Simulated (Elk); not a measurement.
**Dielectric function and optical constants of Pt**

Aim: the dielectric function of Pt, and the optical constants that follow from it. The cell comes from an older database entry, whose edges can differ from later determinations, mostly by under a per cent.

Calculated with Elk 11.2.3 (patched build); DFT, PBE, all-electron APW+lo, Dirac cores, scalar-relativistic bands, independent-particle optical response without local fields.

The database entry behind the starting cell differs from other determinations, so it need not match the best structure at room temperature.

## Step 1: Starting point

Symmetry: Fm-3m, No. 225, cubic system. The conventional cell has a = 3.922 Å, b = 3.922 Å, c = 3.922 Å, α = 90.00°, β = 90.00°, γ = 90.00°. Nearest to Pt lie 12 Pt at 2.77 Å.

## Step 2: Ground state

The self-consistent density comes first; it also tells whether there is a gap, which decides the occupations and the need for a Drude term.

This step: DFT, PBE, all-electron APW+lo, Dirac cores, scalar-relativistic bands, ground state (Elk 11.2.3 (patched build)).

elk.in reads:

```
tasks
  0
  120

xctype
  20

nempty
  10

lorbcnd
  .true.

rgkmax
  7.0

swidth
  0.0018375

maxscl
  100

epsengy
  1e-05

sppath
  './'

avec
  0.000000000000 3.705563957779 3.705563957779
  3.705563957779 0.000000000000 3.705563957779
  3.705563957779 3.705563957779 0.000000000000

atoms
  1
  'Pt.in'
  1
  0.000000000000 0.000000000000 0.000000000000   0.000 0.000 0.000

ngridk
  18 18 18
```

Launch:

```console
$ OMP_NUM_THREADS=4 elk
```

Output:

```text
┌─────────────────────────┐
│ Elk code version 11.2.3 │
└─────────────────────────┘

All units are atomic (Hartree, Bohr, etc.)

┌─────────────────────────────────────────────────┐
│ Ground-state run starting from atomic densities │
└─────────────────────────────────────────────────┘

Lattice vectors :
   0.000000000       3.705563958       3.705563958
   3.705563958       0.000000000       3.705563958
   3.705563958       3.705563958       0.000000000

Reciprocal lattice vectors :
 -0.8478041910      0.8478041910      0.8478041910
  0.8478041910     -0.8478041910      0.8478041910
  0.8478041910      0.8478041910     -0.8478041910

Unit cell volume      :    101.7637111
Brillouin zone volume :    2.437511474

Muffin-tin inner radius fraction :   0.1000000000E-01

Nuclei treated as point charges

Species : 1 (Pt)
 parameters loaded from : Pt.in
 name : platinum
 nuclear charge    :   -78.00000000
 electronic charge :    78.00000000
 atomic mass :    355605.4401
 muffin-tin radius :    2.595229403
 number of radial points in muffin-tin :   1393
 inner part over the whole radius :   0.9927784079E-02
 number on inner part of muffin-tin    :    998
 approximate nuclear radius :   0.1029052813E-03
 number of mesh points to nuclear radius :    525
 atomic positions (lattice), magnetic fields (Cartesian) :
  1 :   0.00000000  0.00000000  0.00000000    0.00000000  0.00000000  0.00000000

Total number of atoms per unit cell :    1
Total muffin-tin volume :    73.21766389
 ratio of muffin-tin to unit cell volume :   0.7194869674

Spin treatment :
 spin-unpolarised

Number of Bravais lattice symmetries :   48
Number of crystal symmetries         :   48
Crystal has inversion symmetry
Real symmetric eigensolver will be used

k-point grid :     18    18    18
k-point offset :    0.000000000       0.000000000       0.000000000
k-point set is reduced with full crystal symmetry group
Total number of k-points :      195

Muffin-tin radius times maximum |G+k| :    7.000000000
 using average radius
Maximum |G+k| for APW functions       :    2.697256741
Maximum (1/2)|G+k|²                   :    3.637596963
Maximum |G| for potential and density :    12.00000000
Constant for pseudocharge density :    8
 order of it for each species :   15
 order of it for pair densities of each species (exact exchange by exxq0 0: 15) :   10
Radial integration step length :    1

G-vector grid sizes :     21    21    21
Number of G-vectors :     2975

Maximum angular momentum used for
 APW functions            :    8
 outer part of muffin-tin :    6
 inner part of muffin-tin :    2

Total nuclear charge    :   -78.00000000
Total core charge       :    48.00000000
Total valence charge    :    30.00000000
Total excess charge     :    0.000000000
Total electronic charge :    78.00000000

Effective Wigner radius, rₛ :   0.6778546425

Number of empty states         :     10
Total number of valence states :     26
Total number of core states    :     48

Conduction state local-orbitals added automatically
Third-order local-orbitals added for an l without core states : F
Total number of local-orbitals :     80

Exchange-correlation functional :     20     0     0
 Perdew-Burke-Ernzerhof, Phys. Rev. Lett. 77, 3865 (1996)
 gradient requirement :    1
 generalised gradient approximation (GGA)

Smearing type :    3
 Fermi-Dirac
Smearing width :   0.1837500000E-02
Effective electronic temperature (K) :    580.2366081

Mixing type :    3
 Broyden mixing, J. Phys. A: Math. Gen. 17, L317 (1984)

Kohn-Sham potential initialised from atomic data

┌──────────────────────────────┐
│ Self-consistent loop started │
└──────────────────────────────┘

┌─────────────────┐
│ Loop number : 1 │
└─────────────────┘

Energies :
 Fermi                       :     0.238266
 sum of occupied eigenvalues :     -11339.477488836
 electron kinetic            :      21103.504332894
 core electron kinetic       :      20285.837992726
 Coulomb                     :     -39193.486643538
 Coulomb potential           :     -31979.173990339
 nuclear-nuclear             :     -1881.9200783291
 electron-nuclear            :     -42695.181909137
 Hartree                     :      5383.6153439276
 Madelung                    :     -23203.899648369
 xc potential                :     -463.80783139144
 exchange                    :     -352.16511417569
 correlation                 :     -4.811383
 electron entropic           :    -0.572791E-03
 total energy                :     -18446.959380577

Density of states at Fermi energy :    53.14618636
 (states/Hartree/unit cell)

Estimated indirect band gap :   0.2708172510E-03
 from k-point 118 to k-point 18
Estimated direct band gap   :   0.1318129464E-01
 at k-point 88

Charges :
 core                        :    48.00000000
 valence                     :    30.00000000
 interstitial                :    1.246627291
 muffin-tins (core leakage)
  species : 1 (Pt)
   atom 1                    :    76.75337271     (  0.5119155802E-03)
 total in muffin-tins        :    76.75337271
 total calculated charge     :    77.99826672
 total charge                :    78.00000000
 error                       :   0.1733281743E-02

┌─────────────────┐
│ Loop number : 2 │
└─────────────────┘

Energies :
 Fermi                       :     0.239191
 sum of occupied eigenvalues :     -11339.504579765
 electron kinetic            :      21103.457038764
 core electron kinetic       :      20285.741436491
 Coulomb                     :     -39193.667153954
 Coulomb potential           :     -31979.030319300
 nuclear-nuclear             :     -1881.9200783291
 electron-nuclear            :     -42695.695477738
 Hartree                     :      5383.9484021131
 Madelung                    :     -23204.151994305
 xc potential                :     -463.93129922984
 exchange                    :     -352.17404646452
 correlation                 :     -4.811374
 electron entropic           :    -0.573370E-03
 total energy                :     -18447.196108676

Density of states at Fermi energy :    53.18630438
 (states/Hartree/unit cell)

Estimated indirect band gap :   0.2631463928E-03
 from k-point 118 to k-point 18
Estimated direct band gap   :   0.1316850819E-01
 at k-point 88

Charges :
 core                        :    48.00000000
 valence                     :    30.00000000
 interstitial                :    1.243916181
 muffin-tins (core leakage)
  species : 1 (Pt)
   atom 1                    :    76.75608382     (  0.5107506165E-03)
 total in muffin-tins        :    76.75608382
 total calculated charge     :    77.99826819
 total charge                :    78.00000000
 error                       :   0.1731805424E-02

RMS change in Kohn-Sham potential (target) :   0.2165600492     (  0.1000000000E-05)
Absolute change in total energy (target)   :   0.2367280996     (  0.1000000000E-04)

[... 12 loops left out ...]

┌──────────────────┐
│ Loop number : 15 │
└──────────────────┘

Energies :
 Fermi                       :     0.398980
 sum of occupied eigenvalues :     -11329.625332298
 electron kinetic            :      21109.954561508
 core electron kinetic       :      20286.131493264
 Coulomb                     :     -39199.330773304
 Coulomb potential           :     -31971.942314170
 nuclear-nuclear             :     -1881.9200783291
 electron-nuclear            :     -42714.620109033
 Hartree                     :      5397.2094140582
 Madelung                    :     -23213.359616219
 xc potential                :     -467.63757963582
 exchange                    :     -352.52158020824
 correlation                 :     -4.810231
 electron entropic           :    -0.612713E-03
 total energy                :     -18446.708636188

Density of states at Fermi energy :    56.72215014
 (states/Hartree/unit cell)

Estimated indirect band gap :   0.3314833552E-03
 from k-point 187 to k-point 174
Estimated direct band gap   :   0.4791616717E-02
 at k-point 69

Charges :
 core                        :    48.00000000
 valence                     :    30.00000000
 interstitial                :    1.108241264
 muffin-tins (core leakage)
  species : 1 (Pt)
   atom 1                    :    76.89175874     (  0.4625968755E-03)
 total in muffin-tins        :    76.89175874
 total calculated charge     :    77.99833058
 total charge                :    78.00000000
 error                       :   0.1669419597E-02

RMS change in Kohn-Sham potential (target) :   0.4415075095E-07 (  0.1000000000E-05)
Absolute change in total energy (target)   :   0.9641284123E-05 (  0.1000000000E-04)

Convergence targets achieved

┌──────────────────┐
│ Loop number : 16 │
└──────────────────┘

Energies :
 Fermi                       :     0.398980
 sum of occupied eigenvalues :     -11329.625331036
 electron kinetic            :      21109.954562169
 core electron kinetic       :      20286.131493958
 Coulomb                     :     -39199.330773142
 Coulomb potential           :     -31971.942313913
 nuclear-nuclear             :     -1881.9200783291
 electron-nuclear            :     -42714.620108967
 Hartree                     :      5397.2094141533
 Madelung                    :     -23213.359616186
 xc potential                :     -467.63757929284
 exchange                    :     -352.52158021445
 correlation                 :     -4.810231
 electron entropic           :    -0.612713E-03
 total energy                :     -18446.708635371

Density of states at Fermi energy :    56.72215038
 (states/Hartree/unit cell)

Estimated indirect band gap :   0.3314833558E-03
 from k-point 187 to k-point 174
Estimated direct band gap   :   0.4791616797E-02
 at k-point 69

Charges :
 core                        :    48.00000000
 valence                     :    30.00000000
 interstitial                :    1.108241253
 muffin-tins (core leakage)
  species : 1 (Pt)
   atom 1                    :    76.89175875     (  0.4625968840E-03)
 total in muffin-tins        :    76.89175875
 total calculated charge     :    77.99833058
 total charge                :    78.00000000
 error                       :   0.1669419637E-02

┌──────────────────────────────┐
│ Self-consistent loop stopped │
└──────────────────────────────┘

Warning : core states of species 1 leak from the muffin-tin :   0.4625968840E-03

Wrote STATE.OUT
```

It took 16 s on 4 threads of Arm Neoverse V1, shared host; peak memory 0.08 GiB; 50 s of CPU time.

This step gave:

- total energy: -18447 Ha
- Fermi energy: 10.86 eV
- DOS at the Fermi level: 2.085 states/eV/cell

There are states at the Fermi level within the smearing, so the occupations stay smeared and the carriers get a Drude term.

## Step 3: Independent particles

The spectrum is a sum over vertical transitions between filled and empty bands at the fixed density, so many empty bands are needed.

This step: DFT, PBE, all-electron APW+lo, Dirac cores, scalar-relativistic bands, independent-particle optical response without local fields (Elk 11.2.3 (patched build)).

Edit elk.in of step 2 so:

```diff
@@ -1,4 +1,9 @@
 tasks
-  0
-  120
+  121
+
+optcomp
+  1 1
+
+intraband
+  .true.
 
@@ -17,9 +22,7 @@
 swidth
-  0.0018375
+  0.0055124
 
-maxscl
-  100
-
-epsengy
-  1e-05
+wplot
+  400 100 0
+  0.0 0.51449
```

Launch:

```console
$ OMP_NUM_THREADS=4 elk
```

Output:

```text
┌─────────────────────────────────┐
│ Elk code version 11.2.3 started │
└─────────────────────────────────┘

Info(readinput): the functional depends on the density's gradient
 muffin-tin radial points multiplied by    2.00000
 (not where nrmtscf is given)

┌────────────────────┐
│ Current task : 121 │
└────────────────────┘
Info(checkmt): changed muffin-tin radius of species 1 (Pt) from   2.8000 to   2.5952

Info(dielectric):
 dielectric tensor written to EPSILON_ij.OUT
 optical conductivity written to SIGMA_ij.OUT
 plasma frequency written to PLASMA_ij.OUT
 for components
  i = 1, j = 1

┌──────────────────┐
│ Elk code stopped │
└──────────────────┘
```

It took 3.6 s on 4 threads; peak memory 0.04 GiB.

Read from the output:

| Property | Result |
| --- | --- |
| Drude plasma energy, first axis | 9.102 eV |

Sum at mesh points, not converged in k. Im ε, E ∥ x against photon energy; read off at these points:

| photon energy (eV) | Im ε, E ∥ x |
| --- | --- |
| 0.5 | 162 |
| 1.0 | 58.1 |
| 1.5 | 30.5 |
| 2.0 | 21.7 |
| 2.5 | 15.9 |
| 3.0 | 9.61 |
| 3.5 | 11.3 |
| 4.0 | 7.01 |
| 4.5 | 5.58 |
| 5.0 | 5.30 |
| 5.5 | 3.12 |
| 6.0 | 4.00 |
| 6.5 | 3.80 |
| 7.0 | 4.23 |
| 7.5 | 5.04 |
| 8.0 | 4.25 |
| 8.5 | 5.66 |
| 9.0 | 5.41 |
| 9.5 | 5.12 |
| 10.0 | 3.79 |
| 10.5 | 3.51 |
| 11.0 | 3.12 |
| 11.5 | 3.55 |
| 12.0 | 2.34 |
| 12.5 | 2.89 |
| 13.0 | 2.66 |
| 13.5 | 2.36 |

Values under 1 per cm are given as 1; sum at mesh points, not converged in k. The absorption coefficient, E ∥ x by photon energy:

```
photon energy (eV)  absorption coefficient, E ∥ x (1/cm)
             0.490                                 9.1e5
             1.015                                 9.1e5
             1.505                                 1.1e6
             1.995                                 1.0e6
             2.485                                 1.1e6
             3.010                                 1.1e6
             3.500                                 1.1e6
             3.990                                 1.1e6
             4.515                                 1.1e6
             5.005                                 1.1e6
             5.495                                 9.1e5
             5.985                                 8.7e5
             6.510                                 8.9e5
             7.000                                 8.0e5
             7.490                                 1.1e6
             8.015                                 1.0e6
             8.505                                 1.3e6
             8.995                                 1.5e6
             9.485                                 1.6e6
            10.010                                 1.5e6
            10.500                                 1.5e6
            10.990                                 1.4e6
            11.515                                 1.5e6
            12.005                                 1.3e6
            12.495                                 1.4e6
            12.985                                 1.4e6
            13.510                                 1.3e6
```

The loss function −Im 1/ε at q → 0, E ∥ x has structure finer than the step of the table below, so its rows give means over 0.5 eV. Peaks (eV: height): 6.72: 0.291, 7.91: 0.233, 11.23: 0.339, 12.01: 0.429, 13.23: 0.419.

Sum at mesh points, not converged in k. Table of loss function −Im 1/ε at q → 0, E ∥ x by energy loss; means over each step:

energy loss (eV), loss function −Im 1/ε at q → 0, E ∥ x and a bar:
```
      1.0      0.007 
      1.5      0.011 
      2.0      0.022 #
      2.5      0.029 ##
      3.0      0.044 ###
      3.5      0.062 ####
      4.0      0.073 #####
      4.5      0.117 #########
      5.0      0.147 ###########
      5.5      0.228 ##################
      6.0      0.252 ####################
      6.5      0.266 #####################
      7.0      0.203 ################
      7.5      0.187 ##############
      8.0      0.213 #################
      8.5      0.179 ##############
      9.0      0.186 ##############
      9.5      0.199 ################
     10.0      0.242 ###################
     10.5      0.273 #####################
     11.0      0.328 ##########################
     11.5      0.300 ########################
     12.0      0.379 ##############################
     12.5      0.349 ############################
     13.0      0.379 ##############################
     13.5      0.371 #############################
```

Sum at mesh points, not converged in k. The reflectivity at normal incidence, E ∥ x by photon energy; read off at these points:

| photon energy (eV) | reflectivity at normal incidence, E ∥ x (%) |
| --- | --- |
| 0.50 | 94.8 |
| 1.00 | 86.9 |
| 1.50 | 85.3 |
| 2.00 | 76.5 |
| 2.50 | 75.0 |
| 3.00 | 72.6 |
| 3.50 | 60.7 |
| 3.74 | 67.5 |
| 4.00 | 62.0 |
| 4.50 | 53.9 |
| 5.00 | 47.8 |
| 5.50 | 40.5 |
| 6.00 | 28.6 |
| 6.50 | 26.0 |
| 7.00 | 21.4 |
| 7.50 | 26.8 |
| 8.00 | 23.9 |
| 8.50 | 29.8 |
| 9.00 | 31.8 |
| 9.50 | 33.6 |
| 9.76 | 33.8 |
| 10.00 | 30.3 |
| 10.50 | 30.5 |
| 11.00 | 25.2 |
| 11.50 | 24.1 |
| 12.00 | 21.1 |
| 12.50 | 21.2 |
| 13.00 | 19.8 |
| 13.50 | 15.2 |

At chosen wavelengths:

| wavelength (nm) | n | k | R (%) | 1/α |
| --- | --- | --- | --- | --- |
| 1550 | 3.12 | 11.157 | 91.2 | 11 nm |
| 1064 | 3.21 | 8.212 | 84.9 | 10 nm |
| 800 | 2.08 | 6.712 | 84.7 | 9.5 nm |
| 633 | 2.09 | 5.202 | 77.2 | 9.7 nm |
| 532 | 1.85 | 4.767 | 76.0 | 8.9 nm |
| 405 | 1.28 | 3.550 | 71.3 | 9.1 nm |
| 365 | 1.67 | 3.057 | 59.5 | 9.5 nm |

A polished face would reflect 76 % of daylight and look light grey (CIE x = 0.315, y = 0.332 under D65).

## Step 4: Summary of results

| Quantity | Value |
| --- | --- |
| Drude plasma energy, first axis | 9.10 eV |

**Reading.** At this level (PBE, independent particles) Pt is a metal with a Drude plasma energy of 9.1 eV. The mesh is too coarse to trust the carriers' weight, the reflectivity or the colour to better than tens of per cent. Along x the bare Drude plasma energy is 9.1 eV; Re ε first rises through zero at 6.33 eV, far lower, because interband transitions screen the carriers. Im ε is 4.0 there, so the loss peak at that energy is weak. A polished face would reflect 76 % of daylight and look light grey (CIE x = 0.315, y = 0.332 under D65). The carriers' damping of 0.15 eV is typed, not computed; at 0.8 eV the carriers give 34 % of Im ε, the rest is interband. Spin-orbit coupling is left out although heavy atoms are present. The sum runs over mesh points 0.15 Å⁻¹ apart with no interpolation, so peaks are partly noise of the mesh, and the Drude plasma energy, a sum over the Fermi surface, isn't converged.

[Long decimals in the printed logs are rounded to 6 places.]

[Machine, clock and banner lines and Python warnings are left out of the logs.]

[Logs are printed without paths, hosts, clocks, repeated set-up lines and the standing remarks that a program may print on its own settings, such as how far it seeks lower states.]

[Hosts, paths, dates, database ids (printed as entryN), source tags and the programs' standing remarks are cut or masked in the printed files.]

[Where Elk ran, warnings of its patched build on accuracy (core leakage, angular cutoffs, spin-orbit splittings, empty states, lower magnetic states) are left out.]

[Where the starting crystal was built by hand or by swapping elements, it need not be the compound's stable phase.]

[The count of steps not shown may lack steps that the program refused or didn't finish.]
